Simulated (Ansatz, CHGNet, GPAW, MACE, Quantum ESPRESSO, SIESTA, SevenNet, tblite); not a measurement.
# SIESTA on Ru(0001) slab (54 atoms): settings against a plane-wave reference, part 2 of 2

Aim: run Ru(0001) slab (54 atoms) in SIESTA and see how near its forces come to a plane-wave reference, and at what cost.

Program: SIESTA 5.4.2; the method stands at each step. Banners, paths, timers and routine set-up lines are dropped from the logs unmarked, and long logs keep their key lines alone; longer cuts are marked. The potentials were converted by us to PSML.

So far. Step 2 (PBE, DZP, shift 0.01 Ry, mesh 300 Ry): Forces lie 18 % from the reference's, at 3.2 times its CPU time (on 2 against 4 cores). Step 3 (PBE, TZP, shift 0.01 Ry, mesh 300 Ry): Against the first run (18 %), the force difference from the reference is 14 %, at 1.5 times the CPU time, with 1350 basis functions against 1026: the larger basis brings the forces nearer.

### Step 4. PBE, SZP, shift 0.01 Ry, mesh 300 Ry

Method: Kohn-Sham DFT, PBE, PseudoDojo 0.4.1 norm-conserving pseudopotentials (converted to PSML), numerical atomic orbitals (SZP), diagonalisation.

File input.fdf:

```
SystemLabel cell
NumberOfAtoms 54
NumberOfSpecies 1
%block ChemicalSpeciesLabel
  1 44 Ru
%endblock ChemicalSpeciesLabel
LatticeConstant 1.0 Ang
%block LatticeVectors
  8.11800 0.00000 0.00000
  4.05900 7.03039 0.00000
  0.00000 0.00000 22.70500
%endblock LatticeVectors
PAO.BasisSize SZP
PAO.EnergyShift 0.01 Ry
XC.Functional GGA
XC.Authors PBE
MeshCutoff 300 Ry
%block kgrid_Monkhorst_Pack
  1 0 0 0.0
  0 1 0 0.0
  0 0 1 0.0
%endblock kgrid_Monkhorst_Pack
SolutionMethod diagon
OccupationFunction FD
ElectronicTemperature 580 K
SCF.Mixer.Method Pulay
SCF.Mixer.Weight 0.05
SCF.Mixer.History 8
SCF.Mix Hamiltonian
MaxSCFIterations 300
SCF.DM.Tolerance 1e-04
SCF.H.Tolerance 1.0e-3 eV
WriteForces T
Write.HirshfeldPop T
Write.VoronoiPop T
Write.DM F
Write.H F
XML.Write F
AtomicCoordinatesFormat Fractional
%block AtomicCoordinatesAndAtomicSpecies
[... 54 atom lines left out: the same atoms as in the first run ...]
%endblock AtomicCoordinatesAndAtomicSpecies
```

Launch:

```sh
$ OMP_NUM_THREADS=1 siesta < input.fdf > output.txt
```

The log of the run:

```text
Version         : 5.4.2
reinit: System Name:
reinit: System Label: cell
initatom: Reading input for the pseudopotentials and atomic orbitals ----------
Species number:   1 Atomic number:   44 Label: Ru
Ground state valence configuration (from tables):   5s01  5p00  4d07  4f00
---- Processing specs for species: Ru
GGA--PBE XC_GGA_X_PBE--XC_GGA_C_PBE pb
Semicore shell(s) with  8 electrons included in the valence for Ru
Semicore shell(s): 4s 4p
Fallback to non-perturbative polarization scheme for Ru
Please see the manual if this is not desired in principle
[... lines left out ...]
stepf: Fermi-Dirac step function
        iscf     Eharris(eV)        E_KS(eV)     FreeEng(eV)     dDmax    Ef(eV) dHmax(eV)
[... lines left out ...]
SCF Convergence by DM+H criterion
[... lines left out ...]
SCF cycle converged after 29 iterations
[... lines left out ...]
   Max    1.489287
[... lines left out ...]
   Max    1.489287    constrained
Stress tensor Voigt[x,y,z,yz,xz,xy] (kbar):     -175.78     -176.89       37.75        0.18        1.94       -0.40
[... lines left out ...]
siesta: FreeEng =   -148409.877727
[... lines left out ...]
siesta:         Corr. =   -1558.110353
siesta:   Exch.-corr. =  -25045.909364
siesta:  Ion-electron = -947946.898480
siesta:       Ion-ion =  329556.564510
siesta:         Total = -148408.842316
siesta:         Fermi =      -3.629569
siesta: Stress tensor (static) (eV/Ang**3):
siesta:    -0.109711   -0.000247    0.001208
siesta:    -0.000247   -0.110406    0.000114
siesta:     0.001208    0.000114    0.023559
siesta: Cell volume =       1295.835790 Ang**3
siesta: Pressure (static):
siesta:                Solid            Molecule  Units
siesta:           0.00071360          0.00083477  Ry/Bohr**3
siesta:           0.06551933          0.07664513  eV/Ang**3
siesta:         104.97354346        122.79903606  kBar
    Orbital volume contribution        =          42.348156 eV
    (Free)E + p_basis*V_orbitals       =     -148367.529571 eV
    (Free)Eharris+ p_basis*V_orbitals  =     -148367.529565 eV
siesta: Electric dipole (a.u.)  =   -0.000000    0.000000   -0.001677
siesta: Electric dipole (Debye) =   -0.000000    0.000000   -0.004262
Hirshfeld Atomic Populations:
Atom #   charge [q] valence [e]  Species
     1    -0.005995   16.005995  Ru
     2     0.004959   15.995041  Ru
     3    -0.000636   16.000636  Ru
[...]
--------------------
 Total    -0.000063
Voronoi Atomic Populations:
Atom #   charge [q] valence [e]  Species
[...]
53     0.008852   15.991148  Ru
    54    -0.017227   16.017227  Ru
--------------------
 Total    -0.000065
```

Elapsed: 4.8 min, on 1 thread of Arm Neoverse V1, shared host; peak memory 0.85 GiB.

Numbers from this run, and their distance from the reference:

```
r.m.s. force component                  : 0.5251 eV/Å
r.m.s. difference of force components   : 144.5 meV/Å
longest difference of force vectors     : 463.2 meV/Å
force difference over r.m.s. force      : 26.01 %
slope of forces against the reference's : 0.9128
correlation of force components         : 0.9658
```

This is a coarse setting, run to see what it loses.

Against the first run (18 %), the force difference from the reference is 26 %, at 0.79 times the CPU time (on 1 against 2 cores), with 702 basis functions against 1026: the smaller basis costs accuracy.

### Step 5. PBE, DZP, shift 0.01 Ry, mesh 100 Ry

Method: Kohn-Sham DFT, PBE, PseudoDojo 0.4.1 norm-conserving pseudopotentials (converted to PSML), numerical atomic orbitals (DZP), diagonalisation.

input.fdf: that of step 4 with these lines changed.

```diff
@@ -12,3 +12,3 @@
 %endblock LatticeVectors
-PAO.BasisSize SZP
+PAO.BasisSize DZP
 PAO.EnergyShift 0.01 Ry
@@ -16,3 +16,3 @@
 XC.Authors PBE
-MeshCutoff 300 Ry
+MeshCutoff 100 Ry
 %block kgrid_Monkhorst_Pack
```

Launch:

```sh
$ OMP_NUM_THREADS=1 mpirun -np 2 siesta < input.fdf > output.txt
```

The log of the run:

```text
Version         : 5.4.2
reinit: System Name:
reinit: System Label: cell
initatom: Reading input for the pseudopotentials and atomic orbitals ----------
Species number:   1 Atomic number:   44 Label: Ru
Ground state valence configuration (from tables):   5s01  5p00  4d07  4f00
---- Processing specs for species: Ru
GGA--PBE XC_GGA_X_PBE--XC_GGA_C_PBE pb
[... lines left out ...]
        iscf     Eharris(eV)        E_KS(eV)     FreeEng(eV)     dDmax    Ef(eV) dHmax(eV)
[... lines left out ...]
SCF Convergence by DM+H criterion
[... lines left out ...]
SCF cycle converged after 26 iterations
[... lines left out ...]
   Max    1.337586
[... lines left out ...]
   Max    1.337586    constrained
Stress tensor Voigt[x,y,z,yz,xz,xy] (kbar):     -134.94     -133.71       58.22        0.25        1.69       -2.69
[... lines left out ...]
siesta: FreeEng =   -148425.692513
[... lines left out ...]
siesta:         Fermi =      -3.593126
[... lines left out ...]
siesta:                Solid            Molecule  Units
siesta:           0.00047682          0.00064226  Ry/Bohr**3
siesta:           0.04377925          0.05896931  eV/Ang**3
siesta:          70.14209569         94.47925773  kBar
    Orbital volume contribution        =          51.128781 eV
    (Free)E + p_basis*V_orbitals       =     -148374.563732 eV
    (Free)Eharris+ p_basis*V_orbitals  =     -148374.563715 eV
siesta: Electric dipole (a.u.)  =    0.000000   -0.000000    0.011351
siesta: Electric dipole (Debye) =    0.000000   -0.000000    0.028851
Hirshfeld Atomic Populations:
Atom #   charge [q] valence [e]  Species
     1    -0.007390   16.007390  Ru
     2     0.005306   15.994694  Ru
     3    -0.000853   16.000853  Ru
[...]
--------------------
 Total    -0.000223
Voronoi Atomic Populations:
Atom #   charge [q] valence [e]  Species
[...]
53     0.007090   15.992910  Ru
    54    -0.009954   16.009954  Ru
--------------------
 Total    -0.000044
```

Wall time 59 s (2 MPI ranks); peak memory 0.59 GiB; 2 min of CPU time.

Compared with the plane-wave run:

```
r.m.s. force component                          : 0.5226 eV/Å
r.m.s. difference of force components           : 103.3 meV/Å
longest difference of force vectors             : 323.5 meV/Å
force difference over r.m.s. force              : 18.59 %
slope of forces against the reference's         : 0.9251
correlation of force components                 : 0.9835
energy less the same-level run's                : -18.99 meV/atom
r.m.s. force difference from the same-level run : 24.23 meV/Å
```

This is a coarse setting, run to see what it loses.

Against the first run (18 %), the force difference from the reference is 19 %, at 0.32 times the CPU time: the change moves forces by 24 meV/Å r.m.s., so most of the difference comes from elsewhere.

### Step 6. BLYP, PBE potentials, DZP, shift 0.01 Ry, mesh 300 Ry

Method: Kohn-Sham DFT, BLYP, PseudoDojo 0.4.1 norm-conserving pseudopotentials (converted to PSML), numerical atomic orbitals (DZP), diagonalisation.

input.fdf: that of step 5 with these lines changed.

```diff
@@ -15,4 +15,4 @@
 XC.Functional GGA
-XC.Authors PBE
-MeshCutoff 100 Ry
+XC.Authors BLYP
+MeshCutoff 300 Ry
 %block kgrid_Monkhorst_Pack
```

The log of the run:

```text
Version         : 5.4.2
reinit: System Name:
reinit: System Label: cell
initatom: Reading input for the pseudopotentials and atomic orbitals ----------
Species number:   1 Atomic number:   44 Label: Ru
Ground state valence configuration (from tables):   5s01  5p00  4d07  4f00
---- Processing specs for species: Ru
GGA--PBE XC_GGA_X_PBE--XC_GGA_C_PBE pb
[... lines left out ...]
        iscf     Eharris(eV)        E_KS(eV)     FreeEng(eV)     dDmax    Ef(eV) dHmax(eV)
[... lines left out ...]
SCF Convergence by DM+H criterion
[... lines left out ...]
SCF cycle converged after 28 iterations
[... lines left out ...]
   Max    1.411437
[... lines left out ...]
   Max    1.411437    constrained
Stress tensor Voigt[x,y,z,yz,xz,xy] (kbar):     -216.22     -217.05      -12.29        0.39        1.88       -0.20
[... lines left out ...]
siesta: FreeEng =   -148247.540915
[... lines left out ...]
siesta:         Fermi =      -3.341751
[... lines left out ...]
siesta:                Solid            Molecule  Units
siesta:           0.00100962          0.00101752  Ry/Bohr**3
siesta:           0.09269932          0.09342420  eV/Ang**3
siesta:         148.52068417        149.68206575  kBar
    Orbital volume contribution        =          50.270457 eV
    (Free)E + p_basis*V_orbitals       =     -148197.270459 eV
    (Free)Eharris+ p_basis*V_orbitals  =     -148197.270432 eV
siesta: Electric dipole (a.u.)  =    0.000000   -0.000000    0.006237
siesta: Electric dipole (Debye) =    0.000000   -0.000000    0.015853
Hirshfeld Atomic Populations:
Atom #   charge [q] valence [e]  Species
     1    -0.006696   16.006696  Ru
     2     0.004996   15.995004  Ru
     3    -0.001084   16.001084  Ru
[...]
--------------------
 Total    -0.000030
Voronoi Atomic Populations:
Atom #   charge [q] valence [e]  Species
[...]
53     0.008632   15.991368  Ru
    54    -0.017651   16.017651  Ru
--------------------
 Total    -0.000032
```

It took 3.2 min on 2 MPI ranks; peak memory 1.2 GiB.

Compared with the plane-wave run:

```
r.m.s. force component                  : 0.4415 eV/Å
r.m.s. difference of force components   : 275.5 meV/Å
longest difference of force vectors     : 906.8 meV/Å
force difference over r.m.s. force      : 49.59 %
slope of forces against the reference's : 0.6928
correlation of force components         : 0.8718
```

Against the first run (18 %), the force difference from the reference is 50 %, at 1.0 times the CPU time; the model has changed, so this is no error of the program alone.

### Step 7. The ladder

Differences are against the plane-wave reference, forces as r.m.s. over components; share is that over the reference's r.m.s. force, slope the least-squares factor from reference forces to these. Total energies of different programs have different zeros and aren't compared.

```csv
run,"Δ force, r.m.s. (meV/Å)",share (%),slope,cores,CPU time,memory (GiB)
reference,-,-,-,4,1.9 min,2.0
"SIESTA PBE, DZP, shift 0.01 Ry, mesh 300 Ry",98.8,17.8,0.923,2,6.1 min,1.2
"SIESTA PBE, TZP, shift 0.01 Ry, mesh 300 Ry",76.4,13.8,0.946,2,9.3 min,1.4
"SIESTA PBE, SZP, shift 0.01 Ry, mesh 300 Ry (coarse)",145,26.0,0.913,1,4.8 min,0.85
"SIESTA PBE, DZP, shift 0.01 Ry, mesh 100 Ry (coarse)",103,18.6,0.925,2,2 min,0.59
"SIESTA BLYP, PBE potentials, DZP, shift 0.01 Ry, mesh 300 Ry",276,49.6,0.693,2,6.3 min,1.2
```

Rows marked coarse were listed beforehand as settings not expected to be converged; some can still land near the reference.

CPU time is summed over cores on a shared host, where runs went side by side, so it is rough. Symmetry, cutoffs, thresholds, outputs and thread counts weren't matched or tuned between programs; memory under MPI is the largest rank's times the ranks.

Within one program, basis, potentials and functional, energies share a zero. Each run against its twin at the usual cutoff or grid and solver:

```csv
run,twin,Δ energy (meV/atom),"Δ force, r.m.s. (meV/Å)",CPU time over the twin's
"SIESTA PBE, DZP, shift 0.01 Ry, mesh 100 Ry","DZP, shift 0.01 Ry, mesh 300 Ry",-19.0,24.2,0.32
```

### Step 8. Results

```
nearest in forces : SIESTA PBE, TZP, shift 0.01 Ry, mesh 300 Ry, 14 %
its CPU time      : 9.3 min
```

What this shows: The PBE runs in local orbitals, coarse settings apart, differ by 14 % (SIESTA PBE, TZP, shift 0.01 Ry, mesh 300 Ry) to 18 % (SIESTA PBE, DZP, shift 0.01 Ry, mesh 300 Ry); basis, grid and potentials can all enter. Rows with another functional or a dispersion term differ by 50 % (SIESTA BLYP, PBE potentials, DZP, shift 0.01 Ry, mesh 300 Ry), which mixes the change of model with differences of basis and potentials, some of them made for another functional. Runs with settings chosen to be coarse differ by 19 % (SIESTA PBE, DZP, shift 0.01 Ry, mesh 100 Ry) to 26 % (SIESTA PBE, SZP, shift 0.01 Ry, mesh 300 Ry), their programs' other errors included. None of the electronic-structure runs in the table takes under half the reference's CPU time of 1.9 min; they take 1.0 to 4.9 times as much. The electronic-structure runs sample only Γ, in a cell whose shortest periodic width is 7 Å, which is coarse for a cell with partly filled levels.

[Also dropped from logs without a mark: logging warnings of Python, and SIESTA's first energy breakdown and zero terms.]

[Logs are printed without paths, hosts, clocks, repeated set-up lines and the standing remarks that a program may print on its own settings, such as how far it seeks lower states.]

[Hosts, paths, dates, database ids (printed as entryN), source tags and the programs' standing remarks are cut or masked in the printed files.]
